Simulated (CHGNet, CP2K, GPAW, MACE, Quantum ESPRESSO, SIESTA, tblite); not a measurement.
# Predicting plane-wave site energies from CHGNet r2SCAN: a vacancy of Hf in amorphous HfO2 at 7.99 g/cm^3 (84 atoms)

Density of this cell: 7.99 g/cm³. The cell holds 84 atoms: 28 Hf and 56 O. Cell: a = 10.697 Å, b = 10.697 Å, c = 10.697 Å, α = 90.0°, β = 90.0°, γ = 90.0°. 84 atoms (28 Zr, 56 O) placed at random at 4.68 g/cm³, melted at 5000 K for 10 ps at fixed volume with the Morse and Coulomb pair potential with partial charges (Pedone, Malavasi, Menziani, Cormack and Segre, J. Phys. Chem. B 110, 11780 (2006)). Quenched from 5000 K to 300 K at 50 K/ps and fixed volume, held 5 ps, then minimised at fixed cell. Then Zr was replaced by Hf at the same volume (the potential has no terms for Hf, so the cell is a start for a DFT relaxation). Then the atoms were relaxed with MACE MPA-0 medium in the fixed cell.

Calculated with Quantum ESPRESSO 7.5: PBE; plane waves, SSSP efficiency, 60/480 Ry; k-points Γ. The cheaper level is CHGNet r2SCAN, trained on r2SCAN plane-wave data, no dispersion term. Each row is one cell with a vacancy of Hf, relaxed with MACE MPA-0 medium; both levels solve the same cells, and energies are counted from site Hf12 at each level.

| energy from CHGNet r2SCAN (eV) | energy from plane waves (eV) | site |
| --- | --- | --- |
| 0.000 | 0 | Hf12 |
| 1.050 | 1.043 | Hf21 |
| 1.208 | ? | ? |
| 1.328 | 1.536 | Hf2 |
| 1.630 | 1.333 | Hf7 |

Task: Fit a straight line to the rows given and interpolate to the withheld row.

Worked fit:

Take u as the energy from CHGNet r2SCAN and v as that from plane waves.

| u (eV) | v (eV) |
| --- | --- |
| 0 | 0 |
| 1.04993 | 1.04274 |
| 1.32837 | 1.53632 |
| 1.63037 | 1.33257 |

With n = 4: mean u = 1.00217, mean v = 0.977907, Σ(u − ū)² = 1.5077, Σ(u − ū)(v − v̄) = 1.3881. Slope b = 1.3881 / 1.5077 = 0.92068; intercept a = v̄ − b ū = 0.055233.

At the withheld site u = 1.208, and v = a + b u.

Prediction at 1.208: 1.168 eV. The run gave 1.167 eV, so the fit is high by 9.1e-4 eV (0.078 % of the value).

The slope of 0.92 says that CHGNet r2SCAN spreads the sites about as widely as plane waves do. Taken as it stands, without the line, its value misses the withheld site by 0.042 eV. Among the rows given, the largest miss of the fit is at 1.328, by 0.26 eV (17 % of the range of the table).

Limits: Few sites, one cell. The geometries are those of MACE MPA-0 medium, not of DFT.

[Hosts, paths, dates, database ids (printed as entryN), source tags and the programs' standing remarks are cut or masked in the printed files.]
